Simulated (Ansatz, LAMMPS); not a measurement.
## Structural relaxation of amorphous poly(ether ketone) with methanol (capped chains of 2 units), from a frame at 300 K (192 atoms)

Aim: bring amorphous poly(ether ketone) with methanol (capped chains of 2 units), from a frame at 300 K (192 atoms) to a nearby minimum of the energy and see what moves.

Calculated with Ansatz 0.2.0; Kohn-Sham DFT, PBEsol, PAW (set soft_2), plane waves.

This is a report of a sequence of runs, with most program output left out.

## Step 1: The structure

The cell holds 192 atoms: 89 C, 17 O and 86 H. Its edges and angles: a = 12.768 Å, b = 12.768 Å, c = 12.768 Å, α = 90.0°, β = 90.0°, γ = 90.0°. 3 poly(ether ketone) chains of 2 units with methyl end groups, 5 methanol placed at random, at 1.14 g/cm³; overlaps pushed apart, then 20 ps at 800 K with MMFF94 bonds, angles, torsions, charges and radii (Halgren, J. Comput. Chem. 17, 490 (1996)) in harmonic and 12-6 forms. Snapshot after 30 ps at 300 K and fixed volume.

Before any run, some limits are plain. The network of contacts between molecules at the start is that of the classical potential that made the cell. The functional has no dispersion term, which matters for the binding between molecules or layers. The Brillouin zone is sampled at Γ only, in a cell whose shortest periodic width is 13 Å.

## Step 2: How the cell was made

A classical potential supplies the starting structure, since it reaches far longer times than DFT.

This step: classical MD, MMFF94 bonds, angles, torsions, charges and radii (Halgren, J. Comput. Chem. 17, 490 (1996)) in harmonic and 12-6 forms; charges of ions scaled by 0.8 (LAMMPS 22 Jul 2025 - Update 4).

in.lmp

```
# amorphous poly(ether ketone) with methanol
units real
atom_style full
boundary p p p
bond_style harmonic
angle_style harmonic
dihedral_style opls
improper_style harmonic
special_bonds lj 0 0 0.5 coul 0 0 0.75
read_data data.lmp
neigh_modify delay 0 every 1 check yes one 4000
comm_modify cutoff 12.0
timestep 0.5
thermo_style custom step time temp pe press density
thermo_modify norm yes
# push overlapping molecules apart
pair_style soft 2.6
pair_coeff * * 0.0
variable a equal ramp(1,60)
fix ad all adapt 1 pair soft a * * v_a
velocity all create 800 776996 mom yes dist gaussian
fix lim all nve/limit 0.03
fix lan all langevin 800 800 50 776997 zero yes
thermo 1000
run 3000 post no
unfix ad
pair_style lj/cut/coul/long 9.0
pair_modify mix arithmetic tail yes
pair_coeff 1 1 0.0678 3.3680   # C
pair_coeff 2 2 0.0678 3.5860   # C
pair_coeff 3 3 0.0678 3.4070   # C
pair_coeff 4 4 0.0763 2.9870   # O
pair_coeff 5 5 0.0763 3.0430   # O
pair_coeff 6 6 0.0216 2.5400   # H
# [... 19 lines left out ...]
compute msd all msd com yes
thermo 7500
fix md all nvt temp 300 300 100
run 30000 post no
print "== T300: mean square displacement over the hold $(c_msd[4]:%.2f) A^2"
unfix md
uncompute msd
write_dump all custom T300.dump id type xs ys zs modify sort id
```

Run with:

```sh
$ lmp -in in.lmp -log none -nocite
```

It took 48 s on 1 thread of Arm Neoverse V2, shared host; peak memory 0.12 GiB.

The input also reads data.lmp (atoms, bonds and types; not printed here).

## Step 3: Single point at the start

A single point comes first, to see the forces before anything moves.

input.yaml

```yaml
crystal:
  lattice:
    - [12.76779, 0.0, 0.0]
    - [0.0, 12.76779, 0.0]
    - [0.0, 0.0, 12.76779]
  atoms:
    - { symbol: C, position: [0.66666, 0.10796, 0.4825] }
    - { symbol: C, position: [0.75436, 0.15381, 0.54794] }
    - { symbol: C, position: [0.74264, 0.15336, 0.65753] }
    - { symbol: C, position: [0.82129, 0.20048, 0.71695] }
    - { symbol: C, position: [0.90115, 0.25688, 0.67244] }
    - { symbol: C, position: [0.8972, 0.26823, 0.5626] }
    - { symbol: C, position: [0.8291, 0.21124, 0.49868] }
    - { symbol: C, position: [0.98836, 0.30373, 0.73143] }
    - { symbol: O, position: [0.02317, 0.38739, 0.70322] }
    - { symbol: C, position: [0.01752, 0.26164, 0.83443] }
    - { symbol: C, position: [0.05884, 0.33573, 0.90408] }
    - { symbol: C, position: [0.08312, 0.29984, 0.00531] }
    - { symbol: C, position: [0.08354, 0.1894, 0.02728] }
    - { symbol: C, position: [0.05416, 0.1209, 0.95359] }
    - { symbol: C, position: [0.02143, 0.15532, 0.85541] }
    - { symbol: O, position: [0.11964, 0.16154, 0.12631] }
    - { symbol: C, position: [0.05281, 0.09975, 0.18394] }
    - { symbol: C, position: [0.94651, 0.12173, 0.1909] }
    - { symbol: C, position: [0.88875, 0.0683, 0.2591] }
    - { symbol: C, position: [0.93341, 0.98994, 0.32382] }
    - { symbol: C, position: [0.03291, 0.95337, 0.30563] }
    - { symbol: C, position: [0.09317, 0.01185, 0.23544] }
    - { symbol: C, position: [0.85688, 0.93261, 0.39162] }
    - { symbol: O, position: [0.77304, 0.90593, 0.35031] }
    - { symbol: C, position: [0.88413, 0.89773, 0.49622] }
    - { symbol: C, position: [0.96579, 0.94721, 0.55032] }
    - { symbol: C, position: [0.9888, 0.91579, 0.6519] }
    - { symbol: C, position: [0.92451, 0.8458, 0.69985] }
    - { symbol: C, position: [0.8438, 0.79424, 0.65303] }
    - { symbol: C, position: [0.82248, 0.82354, 0.54943] }
    - { symbol: O, position: [0.95048, 0.8176, 0.80367] }
    - { symbol: C, position: [0.86403, 0.82956, 0.87196] }
    [... 154 atom lines left out ...]
    - { symbol: C, position: [0.57966, 0.84837, 0.90741] }
    - { symbol: O, position: [0.62516, 0.7537, 0.88146] }
    - { symbol: H, position: [0.49606, 0.8492, 0.88443] }
    - { symbol: H, position: [0.62394, 0.91201, 0.86476] }
    - { symbol: H, position: [0.59088, 0.85994, 0.99379] }
    - { symbol: H, position: [0.59767, 0.70581, 0.93698] }
kpoints:
  mp_grid: { grid: [1, 1, 1] }
hamiltonian:
  xc: pbesol
scf:
  occupations: { method: fixed }
output:
  forces: true
  stress: true
  populations: true
  dos:
    method: { smearing: { sigma: 0.1 } }
    de: 0.1
    projected: { site_lists: { C: [C], H: [H], O: [O] } }
  eigenvalues: true
```

Run with:

```sh
$ ansatz run input.yaml --threads 4 --pin off --max-ram 8192MiB --backend cpu --events-out ev --progress --plain --runs-dir out
```

The job ended after 39 s (4 threads of Arm Neoverse V2, shared host; peak memory 2.9 GiB; 2.3 min of CPU time).

The run gave:

* free energy: -32816.0362 eV
* free energy per atom: -170.9169 eV/atom
* SCF cycles: 11
* pressure: 2.24 GPa
* r.m.s. force component: 0.9362 eV/Å
* longest force: 4.158 eV/Å
* Fermi energy: 0.133 eV
* gap (highest filled to lowest empty level): 2.324 eV
* spilling of the projection: 0.01214

The r.m.s. force component of 0.94 eV/Å and the pressure of 2.2 GPa set the starting point.

Neighbours are counted within 1.85 Å (C-C), 1.34 Å (C-H), 1.73 Å (C-O), 1.21 Å (H-O).

Length of the force by element and coordination:

```
element  coordination  atoms  mean length of the force (eV/Å)  spread  least  most
      C           all     89                             1.87   0.829  0.366  4.16
      C             3     78                             1.88   0.852  0.366  4.16
      C             4     11                             1.77   0.633  0.724  2.57
      H           all     86                            0.921   0.617  0.107  3.68
      O           all     17                             1.17   0.487  0.542  2.28
      O             1      6                             1.10   0.494  0.542  1.77
      O             2     11                             1.20   0.479  0.606  2.28
```

## Step 4: Cell and atoms relaxed

The cell is relaxed with the atoms, since the starting lattice needn't suit this functional.

input.yaml, the sections that differ from step 3:

```yaml
output:
  forces: true
relax:
  f_tol: 0.05
  max_steps: 200
  cell: {}
# crystal, kpoints, hamiltonian, scf: as in step 3
```

Run time: 11 min. Hardware: 4 threads; peak memory 2.7 GiB.

The steps of the relaxation (22 of 40):

```csv
step,energy less that of the first step (eV),largest force component (eV/Å),pressure (GPa),volume (Å³)
1,0.0000,3.7665,2.24,2081.36
3,-6.7874,0.9762,-0.85,2154.41
5,-7.4304,0.3339,-0.10,2137.98
7,-7.6102,0.2068,-0.06,2135.97
8,-7.6386,0.1620,-0.13,2138.82
10,-7.6573,0.0910,0.01,2138.00
12,-7.6771,0.2317,-0.12,2140.26
14,-7.7135,0.1096,-0.11,2137.81
16,-7.7220,0.3879,-0.28,2135.79
18,-7.7481,0.0516,-0.04,2138.78
20,-7.7533,0.0903,-0.07,2140.61
21,-7.7559,0.0612,0.02,2141.55
23,-7.7566,0.0373,0.01,2142.70
25,-7.7573,0.1891,-0.04,2143.88
27,-7.7297,0.3199,0.11,2142.30
29,-7.7668,0.1551,-0.02,2142.46
31,-7.7716,0.0473,-0.01,2141.48
33,-7.9228,0.0662,0.02,2165.03
34,-7.8710,0.0325,-0.01,2187.47
36,-7.3991,1.3242,0.12,2203.42
38,-7.9155,0.0900,0.02,2223.96
40*,-8.0205,0.0229,0.01,2222.81
```

Relaxation steps marked * repeat the geometry before them on a plane-wave basis chosen anew for their cell, so energy and pressure can jump there. Other such steps can lie between the rows shown. Relaxation steps 9, 16, 22, 27, 36 were tried and not accepted.

| cell as run | before | after | change |
| --- | --- | --- | --- |
| a (Å) | 12.768 | 13.125 | +2.8 % |
| b (Å) | 12.768 | 12.990 | +1.7 % |
| c (Å) | 12.768 | 13.059 | +2.3 % |
| α (°) | 90.00 | 87.22 | -3.1 % |
| β (°) | 90.00 | 88.35 | -1.8 % |
| γ (°) | 90.00 | 90.50 | +0.6 % |
| volume (Å³/atom) | 10.84 | 11.58 | +6.8 % |

The atoms that moved most (Å, as changes of fractional coordinates times the final cell):

```
atom      dx      dy      dz  length
H167   0.558  -1.293  -1.641   2.162
H165   1.438  -0.502  -1.167   1.919
C163   0.638  -0.897  -1.042   1.516
O164  -0.028  -1.156  -0.936   1.488
 H53  -0.495  -1.195  -0.131   1.300
 H87  -0.321  -1.076  -0.581   1.264
 H52   0.607  -0.628  -0.752   1.153
H173   0.641   0.627   0.618   1.089
```

The relaxation changed the energy by -41.8 meV/atom, and atoms moved by 0.61 Å r.m.s., 2.2 Å at most.

## Step 5: Local order after relaxation

Bonds before and after, by the cutoffs listed below:

```csv
pair,bonds before,bonds after,mean before (Å),mean after (Å),spread before (Å),spread after (Å)
C-C,87,87,1.406,1.411,0.047,0.034
C-H,81,81,1.086,1.098,0.026,0.005
C-O,23,23,1.361,1.349,0.084,0.072
H-O,5,5,0.983,0.999,0.016,0.005
```

Density 1.07 g/cm³, 11.58 Å³ an atom.

Pair distribution functions g(r), in bins of 0.2 Å:

| r (Å) | total | C-C | C-H | C-O | H-H | H-O | O-O |
| --- | --- | --- | --- | --- | --- | --- | --- |
| 0.90 | 0.15 | 0.00 | 0.00 | 0.00 | 0.00 | 1.91 | 0.00 |
| 1.10 | 3.34 | 0.00 | 7.84 | 0.00 | 0.00 | 1.15 | 0.00 |
| 1.30 | 1.52 | 5.10 | 0.00 | 5.17 | 0.00 | 0.00 | 0.00 |
| 1.50 | 1.21 | 4.73 | 0.00 | 2.31 | 0.00 | 0.00 | 0.00 |
| 1.70 | 0.56 | 0.00 | 0.00 | 0.00 | 2.35 | 1.08 | 0.00 |
| 1.90 | 0.09 | 0.00 | 0.15 | 0.00 | 0.14 | 0.00 | 0.00 |
| 2.10 | 1.36 | 0.00 | 2.59 | 0.00 | 0.11 | 3.37 | 0.00 |
| 2.30 | 0.52 | 0.44 | 0.00 | 2.21 | 1.07 | 0.33 | 0.00 |
| 2.50 | 1.54 | 3.81 | 0.20 | 0.90 | 1.97 | 2.19 | 0.00 |
| 2.70 | 1.09 | 0.98 | 1.27 | 0.15 | 0.82 | 1.74 | 4.28 |
| 2.90 | 0.53 | 0.30 | 0.36 | 0.72 | 0.98 | 0.78 | 0.00 |
| 3.10 | 0.51 | 0.50 | 0.41 | 0.00 | 0.87 | 0.75 | 0.00 |
| 3.30 | 0.66 | 0.02 | 1.01 | 0.31 | 0.74 | 0.77 | 0.00 |
| 3.50 | 1.05 | 0.30 | 1.52 | 1.19 | 0.85 | 0.97 | 0.51 |
| 3.70 | 1.00 | 0.96 | 0.95 | 1.78 | 0.87 | 0.89 | 0.87 |
| 3.90 | 1.02 | 0.84 | 1.32 | 0.50 | 0.89 | 0.95 | 0.00 |
| 4.10 | 0.95 | 0.78 | 0.92 | 1.30 | 1.09 | 0.83 | 0.36 |
| 4.30 | 1.16 | 1.39 | 0.90 | 1.11 | 1.48 | 1.18 | 0.65 |
| 4.50 | 1.12 | 0.97 | 1.14 | 1.10 | 1.04 | 1.62 | 1.81 |
| 4.70 | 1.16 | 1.05 | 1.24 | 1.24 | 1.12 | 0.93 | 1.64 |
| 4.90 | 1.12 | 1.18 | 1.02 | 1.33 | 1.13 | 1.32 | 0.76 |
| 5.10 | 1.04 | 1.27 | 1.04 | 0.94 | 0.93 | 0.86 | 1.18 |
| 5.30 | 0.92 | 1.05 | 0.93 | 0.70 | 0.88 | 0.84 | 0.87 |
| 5.50 | 1.00 | 1.01 | 0.97 | 1.10 | 0.97 | 1.04 | 1.22 |
| 5.70 | 1.01 | 1.00 | 1.04 | 1.21 | 0.91 | 1.01 | 0.55 |
| 5.90 | 0.96 | 0.98 | 1.04 | 0.77 | 0.90 | 0.75 | 1.59 |
| 6.10 | 0.99 | 0.94 | 0.95 | 1.13 | 1.04 | 1.06 | 0.99 |
| 6.30 | 1.03 | 1.14 | 1.08 | 0.91 | 0.90 | 0.78 | 2.62 |

Bonds by pair of elements; cutoffs follow the first minimum of g(r), held within bounds set by covalent radii, and pairs that aren't listed don't count as bonded:

| pair A-B | cutoff (Å) | bonds | mean length (Å) | spread (Å) | shortest (Å) | B about A | A about B |
| --- | --- | --- | --- | --- | --- | --- | --- |
| C-C | 1.85 | 87 | 1.41 | 0.034 | 1.38 | 1.96 | 1.96 |
| C-H | 1.34 | 81 | 1.10 | 0.005 | 1.09 | 0.91 | 0.942 |
| C-O | 1.73 | 23 | 1.35 | 0.072 | 1.23 | 0.258 | 1.35 |
| H-O | 1.21 | 5 | 0.999 | 0.005 | 0.992 | 0.058 | 0.294 |

How many atoms have how many bonded neighbours:

| element | mean | 1 | 2 | 3 | 4 |
| --- | --- | --- | --- | --- | --- |
| C | 3.12 | 0 | 0 | 78 | 11 |
| H | 1 | 86 | 0 | 0 | 0 |
| O | 1.65 | 6 | 11 | 0 | 0 |

Bond angles (no mean is given where the spread exceeds 20°):

```
angle  count  mean (°)  spread (°)
C-C-C    108       120         1.3
C-C-H    105       119         2.6
H-C-H     33       108         0.9
C-C-O     30       120         2.8
H-C-O     24       110         2.3
```

Bond length by coordination (bonds to H left out):

```csv
element,coordination,atoms,mean bond length (Å)
C,3,78,1.40
C,4,11,1.44
O,1,6,1.24
O,2,11,1.39
```

Rings of the network by King's shortest-path rule, up to 12 atoms, one path for each pair of neighbours; H, halogens, alkali and alkaline-earth atoms are left out, and the last column divides by all other atoms, bonded or not:

```
ring size (atoms)  rings  per network atom
                6     12             0.113
```

By these cutoffs 88 % of C atoms have 3, all H atoms have 1 and 65 % of O atoms have 2 bonded neighbours. The C-C-C angle averages 120° with a spread of 1.3°. All rings counted have 6 atoms.

(Part 1 of 2 ends here.)

[Logs are printed without paths, hosts, clocks, repeated set-up lines and the standing remarks that a program may print on its own settings, such as how far it seeks lower states.]

[Hosts, paths, dates, database ids (printed as entryN), source tags and the programs' standing remarks are cut or masked in the printed files.]

[The MMFF94 radii named for the starting cell were scaled by 0.96; in molecules described by MMFF94, hydrogen bound to N, O or S took a small fixed 12-6 site in their place.]
